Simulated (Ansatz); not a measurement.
**A faulty run on graphene zigzag nanoribbon, H-capped, B on C sites (72 atoms)**

Program: Ansatz 0.2.0. The cell: 48 C, 6 B and 18 H.

input.yaml reads:

```yaml
crystal:
  lattice:
    - [22.14, 0.0, 0.0]
    - [0.0, 17.15099, 0.0]
    - [0.0, 0.0, 10.0]
  atoms:
    - { symbol: C, position: [0.99932, 0.39771, 0.50244] }
    - { symbol: C, position: [0.05469, 0.35687, 0.49822] }
    - { symbol: C, position: [0.05646, 0.5194, 0.49811] }
    - { symbol: C, position: [0.99966, 0.47943, 0.50248] }
    - { symbol: C, position: [0.99966, 0.64718, 0.49707] }
    - { symbol: C, position: [0.05716, 0.60511, 0.50503] }
    - { symbol: C, position: [0.11092, 0.39382, 0.49859] }
    - { symbol: B, position: [0.16538, 0.35708, 0.49814] }
    - { symbol: C, position: [0.16656, 0.52086, 0.49859] }
    - { symbol: C, position: [0.1114, 0.47801, 0.49575] }
    - { symbol: C, position: [0.11192, 0.64244, 0.5015] }
    - { symbol: C, position: [0.16571, 0.60422, 0.49785] }
    - { symbol: B, position: [0.2209, 0.39559, 0.49946] }
    - { symbol: C, position: [0.27804, 0.35386, 0.50219] }
    - { symbol: C, position: [0.27899, 0.52111, 0.50067] }
    - { symbol: C, position: [0.22224, 0.48084, 0.49896] }
    - { symbol: C, position: [0.22172, 0.64624, 0.50141] }
    - { symbol: C, position: [0.2776, 0.60293, 0.49956] }
    [... 48 atom lines left out ...]
    - { symbol: H, position: [0.72084, 0.29032, 0.49994] }
    - { symbol: H, position: [0.66654, 0.70628, 0.49992] }
    - { symbol: H, position: [0.83322, 0.29094, 0.50095] }
    - { symbol: H, position: [0.77757, 0.70661, 0.50369] }
    - { symbol: H, position: [0.94311, 0.29044, 0.50211] }
    - { symbol: H, position: [0.8887, 0.70823, 0.49996] }
kpoints:
  mp_grid: { grid: [1, 1, 1] }
hamiltonian:
  xc: revpbe
  dispersion: d4
  hubbard: { sites: [{ species: H, l: f, u_eff: 4.0 }] }
scf:
  occupations: { method: gaussian, width: 0.05 }
  max_iter: 80
output:
  forces: true
```

Launch:

```
$ ansatz run input.yaml --threads 4 --pin off --max-ram 8192MiB --backend cpu --events-out ev --progress --plain --runs-dir out
```

Output:

```text
Error: inconsistent input (hamiltonian.hubbard.sites[].l, hamiltonian.hubbard.sites[].shell): the file of H doesn't list 4f, and it can't be added: PBE doesn't bind the shell 4f of the free atom, whose level lies at +1.14 eV. Type an atom or ion with it (hamiltonian.pseudopotentials.projection_atoms), take another file or name another shell
```

Run time: 0.07 s. Hardware: 4 threads of Arm Neoverse V2, shared host; peak memory 0.074 GiB.

What is at fault here, and what would mend it?

A U on a shell that isn't there: hamiltonian.hubbard = {"sites": [{"species": "H", "l": "f", "u_eff": 4.0}]}.

The fix is to take out hamiltonian.hubbard.

The program refused it before any cycle.

[Logs are printed without paths, hosts, clocks, repeated set-up lines and the standing remarks that a program may print on its own settings, such as how far it seeks lower states.]

[Hosts, paths, dates, database ids (printed as entryN), source tags and the programs' standing remarks are cut or masked in the printed files.]
